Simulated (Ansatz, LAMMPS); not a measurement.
# Relaxing glassy 67P2O5-33BaO (mol %) (128 atoms)

How does glassy 67P2O5-33BaO (mol %) (128 atoms) relax, and what do bonds and levels look like afterwards?

Program: Ansatz 0.2.0. Level of theory: Kohn-Sham DFT, RPBE, PAW (set soft_2), plane waves. Results are calculated unless marked as measured.

## Step 1: The starting structure

The cell holds 128 atoms: 32 P, 8 Ba and 88 O. Its edges and angles: a = 12.435 Å, b = 12.435 Å, c = 12.435 Å, α = 90.0°, β = 90.0°, γ = 90.0°. 128 atoms (32 P, 8 Ba, 88 O) placed at random at 3.04 g/cm³, melted at 4000 K for 10 ps at fixed volume with the Morse and Coulomb pair potential with partial charges (Pedone, Malavasi, Menziani, Cormack and Segre, J. Phys. Chem. B 110, 11780 (2006)). Quenched from 4000 K to 300 K at 200 K/ps and fixed volume, held 10 ps at zero pressure, then minimised at fixed cell.

What the set-up can't give: The quench rate of 200 K/ps is many orders above laboratory rates, so the cell is likely richer in defects and strain than a real sample. The starting topology of bonds comes from the classical model. Only the Γ point is sampled, in a cell whose shortest periodic width is 12 Å. No spin–orbit coupling is included, so levels derived from the heavy atoms are approximate.

## Step 2: Single point at the start

The forces at the start show how far the geometry lies from a minimum of this functional.

Contents of input.yaml:

```yaml
crystal:
  lattice:
    - [12.43542, 0.0, 0.0]
    - [0.0, 12.43542, 0.0]
    - [0.0, 0.0, 12.43542]
  atoms:
    - { symbol: P, position: [0.58993, 0.35926, 0.61681] }
    - { symbol: P, position: [0.72448, 0.64306, 0.73917] }
    - { symbol: P, position: [0.21109, 0.76, 0.97239] }
    - { symbol: P, position: [0.81384, 0.27834, 0.55008] }
    [... 118 atom lines left out ...]
    - { symbol: O, position: [0.9064, 0.55597, 0.48583] }
    - { symbol: O, position: [0.5995, 0.33446, 0.73418] }
    - { symbol: O, position: [0.62261, 0.63109, 0.66632] }
    - { symbol: O, position: [0.42971, 0.16176, 0.20409] }
    - { symbol: O, position: [0.81251, 0.20972, 0.96223] }
    - { symbol: O, position: [0.47067, 0.56271, 0.24196] }
kpoints:
  mp_grid: { grid: [1, 1, 1] }
hamiltonian:
  xc: rpbe
scf:
  occupations: { method: fixed }
output:
  forces: true
  stress: true
  populations: true
  dos:
    method: { smearing: { sigma: 0.08 } }
    de: 0.1
    projected: { site_lists: { Ba: [Ba], O: [O], P: [P] } }
  eigenvalues: true
```

Command:

```
$ ansatz run input.yaml --threads 4 --pin off --max-ram 8192MiB --backend cpu --events-out ev --progress --plain --runs-dir out
```

Wall time 64 s (4 threads of Arm Neoverse V1, shared host); peak memory 2.9 GiB.

The run gave:

- free energy: -122089.5138 eV
- free energy per atom: -953.8243 eV/atom
- SCF cycles: 11
- pressure: 4.368 GPa
- r.m.s. force component: 1.383 eV/Å
- longest force: 6.188 eV/Å
- Fermi energy: 5.227 eV
- gap (highest filled to lowest empty level): 1.356 eV
- spilling of the projection: 0.01781

The r.m.s. force component of 1.4 eV/Å and the pressure of 4.4 GPa set the starting point.

Neighbours are counted within 2.11 Å (O-P), 3.29 Å (O-Ba).

Length of the force by element and coordination:

```csv
element,coordination,atoms,mean length of the force (eV/Å),spread,least,most
Ba,all,8,1.10,0.370,0.613,1.81
Ba,5,5,1.05,0.264,0.620,1.42
Ba,6,2,1.45,0.357,1.09,1.81
Ba,7,1,0.613,0,0.613,0.613
O,all,88,1.78,0.962,0.359,5.41
O,1,12,0.998,0.279,0.520,1.55
O,2,64,1.90,0.968,0.467,5.41
O,3,10,1.55,0.623,0.359,2.57
O,4,2,3.72,0.426,3.30,4.15
P,all,32,3.11,1.30,1.05,6.19
P,4,26,3.22,1.32,1.33,6.19
P,5,6,2.65,1.11,1.05,4.34
```

## Step 3: Relaxation

The atoms are relaxed in the fixed cell, aiming at the force tolerance of the input.

input.yaml, the sections that differ from step 2:

```yaml
output:
  forces: true
relax:
  f_tol: 0.05
  max_steps: 196
# crystal, kpoints, hamiltonian, scf: as in step 2
```

Run time: 35 min. Hardware: 4 threads; peak memory 2.6 GiB; 2.2 h of CPU time.

Step by step (22 of 80):

```csv
step,energy less that of the first step (eV),largest force component (eV/Å)
1,0.0000,5.3216
5,-13.3335,0.6098
9,-16.1737,0.5991
12,-17.3181,0.5229
16,-18.3831,0.6453
20,-19.3199,0.6650
24,-20.0163,0.4119
27,-20.2585,0.5812
31,-20.5448,0.2406
35,-20.7389,0.7731
39,-21.0247,0.6104
42,-21.2225,0.5684
46,-21.3612,0.0981
50,-21.3430,0.2337
54,-21.4197,0.0902
57,-21.4317,0.1229
61,-21.4483,0.1234
65,-21.4932,0.1903
69,-21.6259,1.4000
72,-21.8375,0.6196
76,-21.9781,0.0745
80,-21.9949,0.0362
```

Relaxation steps 50, 63, 69, 72, 74, 79 were tried and not accepted.

The atoms that moved most (Å):

```csv
atom,dx,dy,dz,length
O104,0.571,-1.698,-1.086,2.095
Ba33,-1.650,0.967,-0.068,1.914
O78,-0.359,1.273,1.165,1.762
O74,-1.507,-0.670,-0.396,1.696
O127,0.300,-1.185,-0.896,1.516
O83,0.182,0.952,-1.149,1.503
O116,0.202,0.140,1.424,1.445
O63,-1.147,0.254,0.788,1.415
```

The relaxation changed the energy by -172 meV/atom, and atoms moved by 0.90 Å r.m.s., 2.1 Å at most.

## Step 4: Distances and neighbours after relaxation

Bonds before and after, by the cutoffs listed below:

```csv
pair,bonds before,bonds after,mean before (Å),mean after (Å),spread before (Å),spread after (Å)
O-P,134,129,1.557,1.578,0.062,0.084
O-Ba,44,55,2.882,2.819,0.161,0.163
```

Density 3.02 g/cm³, 15.02 Å³ an atom.

Pair distribution functions g(r), in bins of 0.2 Å:

```csv
r (Å),total,O-O,O-P,O-Ba,P-P,P-Ba,Ba-Ba
1.40,1.38,0.00,4.00,0.00,0.00,0.00,0.00
1.60,3.13,0.00,9.12,0.00,0.00,0.00,0.00
1.80,0.37,0.00,1.07,0.00,0.00,0.00,0.00
2.00,0.00,0.00,0.00,0.00,0.00,0.00,0.00
2.20,0.00,0.00,0.00,0.00,0.00,0.00,0.00
2.40,0.56,1.15,0.00,0.18,0.00,0.00,0.00
2.60,2.46,4.81,0.04,2.06,0.00,0.00,0.00
2.80,0.61,0.55,0.10,3.20,0.72,0.00,0.00
3.00,1.04,1.03,0.30,1.85,4.63,0.00,0.00
3.20,0.82,0.92,0.80,0.32,1.37,0.00,0.00
3.40,0.86,0.81,1.08,0.66,0.13,1.32,0.00
3.60,0.89,0.61,1.40,0.50,0.11,2.28,0.00
3.80,1.00,0.75,1.52,0.45,0.30,2.29,0.00
4.00,1.19,0.63,2.02,0.75,0.83,2.44,1.51
4.20,0.97,0.83,1.20,0.92,0.67,1.18,2.71
4.40,0.96,0.95,0.95,0.90,1.30,0.80,1.28
4.60,1.08,1.24,0.76,1.39,1.42,0.85,1.09
4.80,1.10,1.34,0.69,0.90,1.74,0.91,3.02
5.00,1.15,1.37,0.77,1.56,1.13,0.71,2.84
5.20,0.93,1.03,0.74,1.00,1.27,0.76,0.88
5.40,0.96,0.96,0.91,1.28,0.97,0.62,0.00
5.60,0.95,0.93,0.98,1.01,0.81,1.24,0.74
5.80,0.95,0.88,1.12,0.68,0.89,0.80,1.44
6.00,0.98,0.82,1.20,1.03,0.84,1.16,0.00
```

Bonds by pair of elements; cutoffs follow the first minimum of g(r), held within bounds set by covalent radii, and pairs that aren't listed don't count as bonded:

```csv
pair A-B,cutoff (Å),bonds,mean length (Å),spread (Å),shortest (Å),B about A,A about B
O-P,2.11,129,1.58,0.084,1.46,1.47,4.03
O-Ba,3.29,55,2.82,0.163,2.50,0.625,6.88
```

How many atoms have how many bonded neighbours:

```csv
element,mean,1,2,3,4,5,6,7,8
Ba,6.88,0,0,0,0,0,3,3,2
O,2.09,7,67,13,1,0,0,0,0
P,4.03,0,0,0,31,1,0,0,0
```

Bond angles, per cent of each kind in bins of 5°:

```csv
angle (°),O-P-O,O-Ba-O,Ba-O-P,P-O-P,Ba-O-Ba
50–55,0.0,3.7,0.0,0.0,0.0
55–60,0.0,4.3,0.0,0.0,0.0
60–65,0.0,7.9,0.0,0.0,0.0
65–70,0.0,6.1,0.0,0.0,0.0
70–75,0.0,6.7,0.0,0.0,0.0
75–80,0.0,6.1,0.0,0.0,0.0
80–85,0.0,4.9,0.0,0.0,0.0
85–90,2.0,3.7,1.8,0.0,6.2
90–95,1.5,6.7,7.3,0.0,31.2
95–100,9.2,4.9,5.5,0.0,12.5
100–105,17.9,3.7,3.6,0.0,0.0
105–110,27.6,2.4,5.5,0.0,0.0
110–115,18.4,4.3,5.5,0.0,18.8
115–120,16.3,4.3,5.5,0.0,12.5
120–125,4.6,2.4,16.4,9.8,12.5
125–130,2.0,6.7,7.3,14.6,6.2
130–135,0.0,2.4,12.7,24.4,0.0
135–140,0.0,6.1,12.7,14.6,0.0
140–145,0.0,3.7,7.3,9.8,0.0
145–150,0.0,3.7,1.8,12.2,0.0
150–155,0.0,1.8,1.8,7.3,0.0
155–160,0.0,3.0,1.8,2.4,0.0
160–165,0.0,0.0,0.0,2.4,0.0
165–170,0.0,0.6,1.8,0.0,0.0
170–175,0.5,0.0,0.0,2.4,0.0
175–180,0.0,0.0,1.8,0.0,0.0
```

Bond angles (no mean is given where the spread exceeds 20°):

```csv
angle,count,mean (°),spread (°)
O-P-O,196,109,8.9
O-Ba-O,164,-,-
Ba-O-P,55,124,19.1
P-O-P,41,138,11.3
Ba-O-Ba,16,106,12.5
```

Oxygen atoms by the number of network formers (Si, P, Ge, B, Al, As, Ga) bound to them:

```csv
network formers bound to O,O atoms,per cent
0,0,0
1,47,53.4
2,41,46.6
```

Network units: each former by its oxygen neighbours and how many of them bridge to another former:

```csv
former,O neighbours,bridging O,atoms
P,4,1,2
P,4,2,14
P,4,3,12
P,4,4,3
P,5,4,1
```

Bond length by coordination (bonds to H left out):

```csv
element,coordination,atoms,mean bond length (Å)
Ba,6,3,2.75
Ba,7,3,2.81
Ba,8,2,2.90
O,1,7,1.47
O,2,67,1.82
O,3,13,2.42
O,4,1,2.50
P,4,31,1.57
P,5,1,1.68
```

Rings of the network by King's shortest-path rule, up to 12 atoms, one path for each pair of neighbours; H, halogens, alkali and alkaline-earth atoms are left out, and the last column divides by all other atoms, bonded or not:

```csv
ring size (atoms),rings,per network atom
10,3,0.025
12,1,0.008
```

First main peaks of g(r), for some of the pairs, lie near 2.6 Å (O-O), 1.6 Å (O-P), 2.8 Å (O-Ba) and 3.0 Å (P-P). With the cutoffs above, 38 % of Ba atoms have 6 and as many 7, 76 % of O atoms have 2 and 97 % of P atoms have 4 bonded neighbours. The O-P-O angle averages 109° with a spread of 9°. 47 % of the oxygens bridge two formers (P) and 53 % are non-bridging. The commonest P unit has 4 oxygens, 2 of them shared with other formers (14 of 32 atoms). Rings of 10 atoms are the most common (75 % of those counted); sizes run from 10 to 12, where the search stops.

## Step 5: Single point at the relaxed geometry

The electronic structure is read at the final geometry, in a run of its own.

Contents of input.yaml:

```yaml
crystal:
  lattice:
    - [12.43542, 0.0, 0.0]
    - [0.0, 12.43542, 0.0]
    - [0.0, 0.0, 12.43542]
  atoms:
    - { symbol: P, position: [0.63888, 0.34053, 0.6021] }
    - { symbol: P, position: [0.69986, 0.61586, 0.77266] }
    - { symbol: P, position: [0.19316, 0.7249, 0.9986] }
    - { symbol: P, position: [0.81484, 0.19678, 0.51709] }
    [... 118 atom lines left out ...]
    - { symbol: O, position: [0.86992, 0.58202, 0.50373] }
    - { symbol: O, position: [0.60617, 0.33317, 0.71775] }
    - { symbol: O, position: [0.58637, 0.60132, 0.6997] }
    - { symbol: O, position: [0.43267, 0.20826, 0.15757] }
    - { symbol: O, position: [0.83667, 0.11439, 0.89015] }
    - { symbol: O, position: [0.50943, 0.61899, 0.24523] }
kpoints:
  mp_grid: { grid: [1, 1, 1] }
hamiltonian:
  xc: rpbe
scf:
  occupations: { method: fixed }
output:
  forces: true
  stress: true
  populations: true
  dos:
    method: { smearing: { sigma: 0.1 } }
    de: 0.1
    projected: { site_lists: { Ba: [Ba], O: [O], P: [P] } }
  eigenvalues: true
  write_density: true
  write_potential: true
  volumetric_format: npy
  elf: true
```

The job ended after 73 s (4 threads; peak memory 2.9 GiB; 4.7 min of CPU time).

The program notes that the exchange-correlation potential is rough where the density is thin.

Numbers from this run:

| Quantity | Value |
| --- | --- |
| free energy | -122111.5087 eV |
| free energy per atom | -953.9962 eV/atom |
| SCF cycles | 10 |
| pressure | 2.139 GPa |
| r.m.s. force component | 0.00916 eV/Å |
| longest force | 0.04878 eV/Å |
| Fermi energy | 3.669 eV |
| gap (highest filled to lowest empty level) | 3.707 eV |
| spilling of the projection | 0.01756 |

Density of states as counts of states in windows of 1 eV (from the Fermi level), total and the larger projections:

```csv
from (eV),to (eV),total,O p,P p,O s
-10,-9,18.7,11.8,3.9,1.0
-9,-8,19.3,12.9,4.5,0.7
-8,-7,5.5,3.8,1.2,0.3
-7,-6,28.2,19.8,2.9,3.7
-6,-5,62.4,46.4,5.6,7.0
-5,-4,73.2,59.8,5.5,5.1
-4,-3,70.7,62.5,2.9,2.8
-3,-2,73.1,66.3,3.1,1.1
-2,-1,91.3,85.1,2.8,0.6
-1,0,45.7,43.9,0.5,0.1
0,1,1.5,1.4,0.0,0.0
1,3,0.0,0.0,0.0,0.0
3,4,2.0,0.2,0.2,0.4
4,5,7.6,1.1,1.1,1.2
```

With fixed occupations the program's Fermi level is the highest filled level; weight inside the gap is the broadening of levels at its edges.

Between -26 and -10 eV lie 277 more states.

The levels nearest the highest filled one (over half full), pooled over k-points and spins:

```csv
level less the highest filled one (eV),occupation
-0.443,2
-0.418,2
-0.391,2
-0.211,2
-0.175,2
0,2
3.71,0
4.37,0
4.62,0
4.82,0
4.91,0
5.07,0
```

## Step 6: Summary of results

* energy change in the relaxation: -171.8 meV/atom
* r.m.s. displacement: 0.904 Å
* largest displacement: 2.095 Å
* free energy per atom: -953.9962 eV/atom
* pressure: 2.139 GPa
* r.m.s. force component: 0.00916 eV/Å
* gap (highest filled to lowest empty level): 3.707 eV
* wall time of the 3 DFT runs: 37 min

What this shows: Relaxation lowers the energy by 172 meV/atom and moves atoms by 0.90 Å r.m.s.; the r.m.s. force component goes from 1.4 to 0.0092 eV/Å, the pressure goes from 4.4 to 2.1 GPa, and the gap from 1.36 to 3.71 eV. By the final cutoffs 17 of 178 bonded pairs parted and 23 joined. From the first step to the last the energy fell by 21.995 eV, and the largest move was 2.09 Å (O104). The O-Ba bonds change most in mean length: from 2.882 Å (spread 0.161) to 2.819 Å (spread 0.163), and their number from 44 to 55. With the cutoffs above, 38 % of Ba atoms have 6 and as many 7, 76 % of O atoms have 2 and 97 % of P atoms have 4 bonded neighbours. 47 % of the oxygens bridge two formers (P) and 53 % are non-bridging. Between filled and empty levels lie 3.71 eV (at Γ alone); a semilocal functional tends to put such gaps too low. In a disordered cell it changes from sample to sample, and tail or defect levels can set it.

What to keep in mind: The network of bonds at the start is that of the classical potential that made the cell; in DFT 17 of its 178 bonded pairs passed out of the cutoffs and 23 came within them. The pressure of 2.1 GPa says that the cell would expand at this level of theory.

[Logs are printed without paths, hosts, clocks, repeated set-up lines and the standing remarks that a program may print on its own settings, such as how far it seeks lower states.]

[Hosts, paths, dates, database ids (printed as entryN), source tags and the programs' standing remarks are cut or masked in the printed files.]
